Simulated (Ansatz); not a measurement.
# Formation energy and levels of the substitutional impurity I_N in GaN (F-43m), part 2 of 2

Aim: at which Fermi levels does I_N in GaN (F-43m) change its charge? The model is a cell of 54 host atoms with 1 N taken out and 1 I put in.

Ansatz; place-levels on r2SCAN runs: charge-transition levels and formation energies with image-charge correction and potential alignment at the atomic sites; PAW set soft_1.

So far: Starting point; Charge states.

**3. place-levels, r2SCAN**

A charged cell interacts with its images and the background, and its potential has another zero than the host's. place-levels removes the first by a point-charge model, screened by the static dielectric constant since the ions have relaxed around the charge, and the second by comparing potentials at atoms far from the defect.

The host is a run of the defect-free crystal in the same cutoffs, grids and k-points, so that basis and sampling errors cancel in part in the differences. The host is run in a cell of 2 atoms on a matching mesh. Its band edges are searched through the zone by a band path, so the gap is smaller than, or equal to, that on the mesh. Chemical potentials are energies per atom of N (N2 molecule) and I (solid I2 (Cmce)), run with the same functional and cutoff.

File levels.point.yaml:

```yaml
host:
  run: host.point.run
states: [qm1_M1.point.run, q0.point.run, qp1_M1.point.run, qp2.point.run, q0_M2.point.run]
geometry_from:
  qm1_M1.point.run: qm1_M1.relax.run
  q0.point.run: q0.relax.run
  qp1_M1.point.run: qp1_M1.relax.run
  qp2.point.run: qp2.relax.run
  q0_M2.point.run: q0_M2.relax.run
  host.point.run: host.relax.run
chemical_potentials:
  "N":
    energy: -384.814403
    dataset: "<sha256 of the dataset>"
  I:
    energy: -7528.116164
    dataset: "<sha256 of the dataset>"
epsilon: 6.0
static_epsilon: 10.56
vertical:
  - { from: qm1_M1.point.run, to: qm1_M1.point_neutral.run }
  - { from: qp1_M1.point.run, to: qp1_M1.point_neutral.run }
  - { from: qp2.point.run, to: qp2.point_neutral.run }
```

Launch:

```console
> ansatz place-levels levels.point.yaml -- --threads 4 --pin off --max-ram 15073MiB
```

The log of the run:

```text
[... repeated set-up lines and file paths are left out, and long positions are rounded to six places ...]
(+2/+1) 2.520 eV above the valence edge, in the conduction band
(+1/0) 2.558 eV above the valence edge (+2.800 eV without the band-filling correction), in the conduction band; not on the lower envelope
(0/-1) 2.538 eV above the valence edge (+3.386 eV without the band-filling correction), in the conduction band; not on the lower envelope
(+1/-1) 2.548 eV above the valence edge (+3.093 eV without the band-filling correction), in the conduction band: charges between them are lowest nowhere
formation energy of charge +2: +4.057 eV with the Fermi level at the valence edge
formation energy of charge +1: +6.577 eV with the Fermi level at the valence edge
formation energy of charge 0: +9.135 eV with the Fermi level at the valence edge
formation energy of charge -1: +11.673 eV with the Fermi level at the valence edge
vertical -1 to 0: no energy, since no alignment is typed
  the change from vertical[0].from (qm1_M1.point.run) to vertical[0].to (qm1_M1.point_neutral.run): by its spins about the atoms it stands at 0.847 0.278 0.277, with an rms radius of about 3.0 Å (1.9 1.7 1.7 Å across the planes of the cell's vectors); [...]
vertical +1 to 0: no energy, since no alignment is typed
  the change from vertical[1].from (qp1_M1.point.run) to vertical[1].to (qp1_M1.point_neutral.run): by its potential at epsilon 6 it stands at 0.251 0.051 0.250, with an rms radius of about 4.3 Å (2.2 2.9 2.2 Å across the planes of the cell's vectors); [...]
vertical +2 to 0: no energy, since no alignment is typed
  the change from vertical[2].from (qp2.point.run) to vertical[2].to (qp2.point_neutral.run): by its potential at epsilon 6 it stands at 0.248 0.248 0.247, with an rms radius of about 4.1 Å (2.4 2.4 2.4 Å across the planes of the cell's vectors); [...]
  edges by r2scan, gap 2.168 eV; the host is sampled to repeats of 19.08 Å
  the defect's cells are sampled to repeats of 19.08 Å, like sampling
  charge +2: -119920.3030 eV with its correction of +1.950 eV, at epsilon 10.56, aligned at sites: +0.5115 eV, mean over 19 atomic sites at or beyond 4.77 Å from the defect at [0.4167, 0.4167, 0.4167], with +0.000000 for the charge's moments and without [...]
  charge +1: -119908.3329 eV with its correction of +0.818 eV, at epsilon 10.56, aligned at sites: +0.5867 eV, mean over 19 atomic sites at or beyond 4.77 Å from the defect at [0.4167, 0.4167, 0.4167], with +0.000000 for the charge's moments and without [...]
  charge 0: +0.000 eV for its dipole among its images, +0.000 omitted
  charge -1: -119883.2477 eV with its correction of -0.521 eV, at epsilon 10.56, aligned at sites: +0.7531 eV, mean over 19 atomic sites at or beyond 4.77 Å from the defect at [0.4167, 0.4167, 0.4167], with +0.000000 for the charge's moments and without [...]
  charge 0: states[4] (q0_M2.point.run) stands 0.237 eV higher, with a moment of 2.00 μB against 0.00
  of states[3] (qp2.point.run): it parts from the run at its places by a charge that spreads by about 2.4 Å along one vector (1.3 Å or more is wide), by its potential at epsilon 6, taken for that of held ions (one typed too small widens it), where the cell [...]
  of states[2] (qp1_M1.point.run): it parts from the run at its places by a charge that spreads by about 2.9 Å along one vector (1.3 Å or more is wide), by its potential at epsilon 6, taken for that of held ions (one typed too small widens it), where the cell [...]
  of states[1] (q0.point.run): a band-filling correction moves a carrier to the host's band edge, which changes its energy by -0.243 eV
  of states[0] (qm1_M1.point.run): it parts from the run at its places by a charge that spreads by about 1.9 Å along one vector (1.3 Å or more is wide), by the spins about the atoms, where the cell does not tell a trapped carrier from a band state. [...]
  of states[4] (q0_M2.point.run): stability_check_not_made
  of vertical[0].from (qm1_M1.point.run): stability_check_not_made; [...]
  of vertical[1].from (qp1_M1.point.run): stability_check_not_made; [...]
  of vertical[2].from (qp2.point.run): it parts from the run at its places by a charge that spreads by about 2.4 Å along one vector (1.3 Å or more is wide), by its potential at epsilon 6, taken for that of held ions (one typed too small widens it), where the [...]
```

Elapsed: 0.43 s, on 4 threads of Arm Neoverse V2, shared host.

Levels between the charges placed, in eV above the valence top:

```csv
,gap (eV),(+2/+1),(+1/0),(0/−1)
r2SCAN,2.17,2.52,2.56,2.54
```

Corrections by state:

```
charge  moment (μB)  image terms and alignment (eV)  band filling (eV)  ε used  over the lowest of its charge, as the program ranks them, band filling apart (eV)
    +2          0.0                           1.950                  -   10.56                                                                              0.000
    +1          1.0                           0.818                  -   10.56                                                                              0.000
     0          0.0                           0.000             -0.243       -                                                                              0.000
    −1          1.0                          -0.521             -1.090   10.56                                                                              0.000
     0          2.0                           0.000                  -       -                                                                              0.237
```

The charged structures listed were also run neutral, and place-levels reads from each pair, by the potential or the spins, how wide the charge is by which they differ; that can be the carrier of either run.

| charge | rms radius (Å) | spread where it is widest against the cell (Å) | wide from (Å) | reading |
| --- | --- | --- | --- | --- |
| +2 | 4.1 | 2.40 | 1.35 | wide |
| +1 | 4.3 | 2.92 | 1.35 | wide |
| −1 | 3.0 | 1.85 | 1.35 | wide |

The neutral runs of these pairs need not share the spin of the lowest neutral state, and very wide values only mean spread over the cell.

From the program's caveats on the states, each cut to its opening words:

- charge +2: it parts from the run at its places by a charge that spreads by about 2.4 Å along one vector (1.3 Å or more is wide), by its potential at epsilon 6, taken for [...]
- charge +2: its alignment with the host at atomic sites is doubtful: the mean over the far sites moves by -0.1727 eV from their farther parts to their nearer, more than [...]
- charge +1 (1 μB): it parts from the run at its places by a charge that spreads by about 2.9 Å along one vector (1.3 Å or more is wide), by its potential at epsilon 6, taken for [...]
- charge +1 (1 μB): its alignment with the host at atomic sites is doubtful: the mean over the far sites moves by -0.0902 eV from their farther parts to their nearer, more than [...]
- charge +1 (1 μB), −1 (1 μB), 0 (2 μB): flagged: stability check not made
- charge 0: a band-filling correction moves a carrier to the host's band edge, which changes its energy by -0.243 eV
- charge −1 (1 μB): it parts from the run at its places by a charge that spreads by about 1.9 Å along one vector (1.3 Å or more is wide), by the spins about the atoms, where the [...]
- charge −1 (1 μB): a band-filling correction moves a carrier to the host's band edge, which changes its energy by -1.090 eV
- charge −1 (1 μB): its alignment with the host at atomic sites is doubtful: the mean over the far sites moves by +0.0992 eV from their farther parts to their nearer, more than [...]

The host's formation energy from the elements is -0.646 eV per atom; it sets how far the chemical potentials can move.

Formation energies (eV), Ga-rich (Δμ(Ga) = 0.00 eV, Δμ(N) = -1.29 eV, Δμ(I) = 0.00 eV):

```
charge  Fermi level at the valence top  at the conduction bottom
    +2                            2.77                      7.10
    +1                            5.29                      7.45
     0                            7.84                      7.84
    −1                           10.38                      8.21
```

Formation energies (eV), N-rich (Δμ(N) = 0.00 eV, Δμ(Ga) = -1.29 eV, Δμ(I) = 0.00 eV):

```csv
charge,Fermi level at the valence top,at the conduction bottom
+2,4.06,8.39
+1,6.58,8.75
0,9.13,9.13
−1,11.67,9.50
```

**4. Summary of results**

- gap of the host: 2.17 eV (r2SCAN)
- level (plus 2/plus 1): 2.52 eV above the valence top, past the conduction bottom
- level (plus 1/0): 2.56 eV above the valence top, past the conduction bottom, not a change between lowest states (2.80 eV above the valence top without the band-filling term)
- level (0/minus 1): 2.54 eV above the valence top, past the conduction bottom, not a change between lowest states (3.39 eV above the valence top without the band-filling term)
- lowest of the charges placed, just above the valence top (0.02 eV): +2
- lowest of the charges placed, just below the conduction bottom (0.02 eV): +2
- lowest formation energy at mid-gap of the charges run, Ga-rich: 4.93 eV
- lowest formation energy at mid-gap of the charges run, N-rich: 6.22 eV

In words: Of the charges placed (−1, 0, +1 and +2), +2 is the lowest from 0.02 eV above the valence top to 0.02 eV below the conduction bottom, a gap of 2.17 eV. Charges above +2 were not placed, so these runs say nothing of levels that involve them. States placed: +2 at 0 μB; +1 at 1 μB; 0 at 0 μB and 2 μB; −1 at 1 μB. Other spin states or structures, where not listed, weren't placed. The program finds carriers beyond a band edge of the host and adds a band-filling term at charge −1 (-1.09 eV) and 0 (-0.24 eV); steps to such a charge show no bound level, and a defect level inside a band would be read the same way. Corrections reach 1.9 eV, so the cell is small for these charges and their levels are rough. I is taken at its element; compounds, which aren't counted here, bound the chemical potentials and would shift these formation energies. The program doubts the alignment of potentials for at least one state, a sign that the cell is small. Limits: r2SCAN makes the gap too small and tends to spread out bound carriers; where a gas molecule sets a chemical potential or the host's formation energy, its binding is uncorrected; spin–orbit coupling, which can matter with heavy atoms, is left out.

[Logs are printed without paths, hosts, clocks, repeated set-up lines and the standing remarks that a program may print on its own settings, such as how far it seeks lower states.]

[Hosts, paths, dates, database ids (printed as entryN), source tags and the programs' standing remarks are cut or masked in the printed files.]

[Where a table of states has a column of steps, it counts the stored structures, which are thinned; the runs took as many ionic steps or more.]

[A defect's name tells the site on which it was built; relaxed atoms can leave that site.]

[For some hosts the program warned that the k-mesh of the response run may be too coarse for force constants and the static dielectric constant; such warnings are not shown here.]
